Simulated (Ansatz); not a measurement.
# NO on Fe(100): change of the work function, part 3 of 3

Wanted: Δφ(θ) for NO/Fe(100), starting from the hollow site.

Ansatz 0.2.0; plane-wave DFT, PBE, Ansatz PAW (the session's first sound run).

So far, work function, upper face (eV): step 2 (the clean slab, PBE) 3.86; step 5 (the covered slab, k-mesh 10×10×1, coverage 1 ML, PBE) 6.42; step 7 (the 0.25 ML cell at another level of theory, cutoff 420 eV, functional revpbe) 5.10; step 8 (the 0.25 ML cell at another level of theory, cutoff 1240 eV, functional PBE, PBE norm-conserving) 5.25; step 9 (the 0.25 ML cell at another level of theory, cutoff 1380 eV, functional PBE, PBE JTH) 5.26.

## 10. The 0.25 ML cell at another level of theory, cutoff 420 eV, functional LDA

This step: plane-wave DFT, LDA, Ansatz PAW (Ansatz 0.2.0).

The geometry is kept and the functional is LDA.

input.yaml

```yaml
crystal:
  lattice:
    - [5.74, 0.0, 0.0]
    - [0.0, 5.74, 0.0]
    - [0.0, 0.0, 25.3155260767]
  atoms:
    - { symbol: Fe, position: [0.0, 0.0, 0.3555130544], spin: 2.5 }
    - { symbol: Fe, position: [0.25, 0.25, 0.4121976359], spin: 2.5 }
    - { symbol: Fe, position: [-0.004999015, -0.004999015, 0.4685703217], spin: 2.5 }
    - { symbol: Fe, position: [0.25, 0.25, 0.5177871567], spin: 2.5 }
    - { symbol: Fe, position: [0.0221205519, 0.0221205519, 0.580231338], spin: 2.5 }
    - { symbol: Fe, position: [0.0, 0.5, 0.3555130544], spin: 2.5 }
    - { symbol: Fe, position: [0.25, 0.75, 0.4121976359], spin: 2.5 }
    - { symbol: Fe, position: [-0.004999015, 0.504999015, 0.4685703217], spin: 2.5 }
    - { symbol: Fe, position: [0.25, 0.75, 0.52545295], spin: 2.5 }
    - { symbol: Fe, position: [0.0221205519, 0.4778794481, 0.580231338], spin: 2.5 }
    - { symbol: Fe, position: [0.5, 0.0, 0.3555130544], spin: 2.5 }
    - { symbol: Fe, position: [0.75, 0.25, 0.4121976359], spin: 2.5 }
    - { symbol: Fe, position: [0.504999015, -0.004999015, 0.4685703217], spin: 2.5 }
    - { symbol: Fe, position: [0.75, 0.25, 0.52545295], spin: 2.5 }
    - { symbol: Fe, position: [0.4778794481, 0.0221205519, 0.580231338], spin: 2.5 }
    - { symbol: Fe, position: [0.5, 0.5, 0.3555130544], spin: 2.5 }
    - { symbol: Fe, position: [0.75, 0.75, 0.4121976359], spin: 2.5 }
    - { symbol: Fe, position: [0.504999015, 0.504999015, 0.4685703217], spin: 2.5 }
    - { symbol: Fe, position: [0.75, 0.75, 0.5289010061], spin: 2.5 }
    - { symbol: Fe, position: [0.4778794481, 0.4778794481, 0.580231338], spin: 2.5 }
    - { symbol: "N", position: [0.25, 0.25, 0.6152776334] }
    - { symbol: O, position: [0.25, 0.25, 0.6656068372] }
magnetization:
  spin_polarized: true
kpoints:
  mp_grid: { grid: [5, 5, 1] }
hamiltonian:
  xc: lda
scf:
  occupations: { method: fermi_dirac, width: 0.1 }
  convergence: { dr2_threshold: 1.0e-08 }
efield:
  axis: 3
  dipole_correction: true
  ramp_position: 0.97
  ramp_width: 0.06
output:
  write_potential: true
  write_density: true
  volumetric_format: npy
```

Launch:

```
ansatz run input.yaml --threads 4 --pin off --max-ram 12288MiB --backend cpu --events-out ev --progress --plain --runs-dir out
```

Run time: 2.8 min. Hardware: 4 threads of Intel Xeon 6975P-C (Granite Rapids), shared host; peak memory 4.8 GiB.

The work function comes to 5.62 eV, +0.37 eV from the first level.

## 11. Comparing the runs

Times are for 4 threads of Intel Xeon 6975P-C (Granite Rapids), shared host. The series side by side:

| no. | functional | work function, upper face (eV) | dipole along the normal (e·Å) | time | memory (GiB) |
| --- | --- | --- | --- | --- | --- |
| 1 | revpbe | 5.095 | -0.2560 | 2.2 min | 4.9 |
| 2 | pbe | 5.246 | -0.2543 | 8.2 min | 10 |
| 3 | pbe | 5.263 | -0.2571 | 9.7 min | 10 |
| 4 | lda | 5.619 | -0.2523 | 2.8 min | 4.8 |

## 12. Varying the input

This step: plane-wave DFT, PBE, Ansatz PAW, but for the change named below (Ansatz 0.2.0).

System of this step: NO/Fe(100). The cell holds 7 atoms: 5 Fe, 1 N and 1 O. Its edges and angles: a = 2.870 Å, b = 2.870 Å, c = 25.316 Å, α = 90.0°, β = 90.0°, γ = 90.0°. Vacuum lies along c.

An input spoilt on purpose, to show how the run answers: it repeats the earlier run at 1 ML with magnetization.spin_polarized from true to yes please, and scf.max_iter set to 100.

input.yaml

```yaml
crystal:
  lattice:
    - [2.87, 0.0, 0.0]
    - [0.0, 2.87, 0.0]
    - [0.0, 0.0, 25.3155260767]
  atoms:
    - { symbol: Fe, position: [0.0, 0.0, 0.3555130544], spin: 2.97 }
    - { symbol: Fe, position: [0.5, 0.5, 0.4121976359], spin: 2.38 }
    - { symbol: Fe, position: [0.0, 0.0, 0.4682046933], spin: 2.5 }
    - { symbol: Fe, position: [0.5, 0.5, 0.5250364817], spin: 2.31 }
    - { symbol: Fe, position: [0.0, 0.0, 0.5781245087], spin: 2.92 }
    - { symbol: "N", position: [0.5, 0.5, 0.597875234] }
    - { symbol: O, position: [0.5, 0.5, 0.6444869456] }
magnetization:
  spin_polarized: "yes please"
kpoints:
  mp_grid: { grid: [10, 10, 1] }
hamiltonian:
  xc: pbe
scf:
  occupations: { method: fermi_dirac, width: 0.1 }
  convergence: { dr2_threshold: 1.0e-08 }
  max_iter: 100
efield:
  axis: 3
  dipole_correction: true
  ramp_position: 0.97
  ramp_width: 0.06
relax:
  f_tol: 0.02
  max_steps: 60
  constraints: [{ sites: [0, 1] }]
output:
  bader: true
  write_potential: true
  write_density: true
  volumetric_format: npy
```

It took 0.03 s on 4 threads; peak memory 0.039 GiB.

The program refused the input before any cycle.

The program's message: “Error: YAML parse error: error: line 15 column 19: invalid boolean (strict mode expects true/false)”

The fault put into the input: a value of the wrong type.

## 13. The same run with other settings

This step: plane-wave DFT, PBE, Ansatz PAW (Ansatz 0.2.0).

System of this step: Fe(100). The cell holds 5 atoms: 5 Fe. Cell: a = 2.870 Å, b = 2.870 Å, c = 23.740 Å, α = 90.0°, β = 90.0°, γ = 90.0°. Vacuum lies along c.

Another changed input: it repeats the earlier run at 0 ML with scf.occupations.method from fermi_dirac to methfessel_paxton, scf.occupations.width from 0.1 to 0.001, scf.mixing.algorithm to anderson and scf.mixing.beta to 0.2.

input.yaml, the sections that differ from step 12:

```yaml
crystal:
  lattice:
    - [2.87, 0.0, 0.0]
    - [0.0, 2.87, 0.0]
    - [0.0, 0.0, 23.74]
  atoms:
    - { symbol: Fe, position: [0.0, 0.0, 0.3791069924], spin: 2.5 }
    - { symbol: Fe, position: [0.5, 0.5, 0.4395534962], spin: 2.5 }
    - { symbol: Fe, position: [0.0, 0.0, 0.5], spin: 2.5 }
    - { symbol: Fe, position: [0.5, 0.5, 0.5604465038], spin: 2.5 }
    - { symbol: Fe, position: [0.0, 0.0, 0.6208930076], spin: 2.5 }
magnetization:
  spin_polarized: true
scf:
  occupations: { method: methfessel_paxton, width: 0.001 }
  convergence: { dr2_threshold: 1.0e-08 }
  mixing: { algorithm: anderson, beta: 0.2 }
output:
  write_potential: true
  write_density: true
  volumetric_format: npy
# kpoints, hamiltonian, efield, relax: as in step 12
```

It took 2.8 min on 4 threads; peak memory 1.5 GiB.

The run stopped without converging, so none of its numbers is a property of the system.

The program's message: “Error: did not converge after 200 iterations: dr2 = 1.18e-7 (threshold 1.00e-8), under the density mixer `anderson`; raise `scf.max_iter`, which need not help a stalled SCF, or adjust the mixing (`scf …”

## 14. Summary of results

* work function of the clean face: 3.86 eV
* work function at 0.25 ML: 5.25 eV
* work function at 0.5 ML: 5.87 eV
* work function at 1 ML: 6.42 eV
* dipole per adsorbate at 0.25 ML, positive end outwards: -1.20 D

NO raises the work function of Fe(100) at the lowest coverage, by 1.39 eV: the adsorbate layer has its negative end outwards. The dipole per adsorbate falls from 1.20 to 0.55 D as the layer fills. Neighbouring dipoles depolarise each other, and heights and bonding change with coverage too. The slab has 5 layers, at the tabulated experimental lattice constant, one starting site was run, and quantum-size effects of a slab this thin can reach one or two tenths of an eV. The magnetic order is the one reached from the typed start; other orders were not compared.

[Logs are printed without paths, hosts, clocks, repeated set-up lines and the standing remarks that a program may print on its own settings, such as how far it seeks lower states.]

[Hosts, paths, dates, database ids (printed as entryN), source tags and the programs' standing remarks are cut or masked in the printed files.]

[Maps of the electrostatic potential energy from Ansatz leave out the sawtooth potential of an applied field or a dipole correction, so their vacuum need not be flat; planar profiles and work functions include it.]
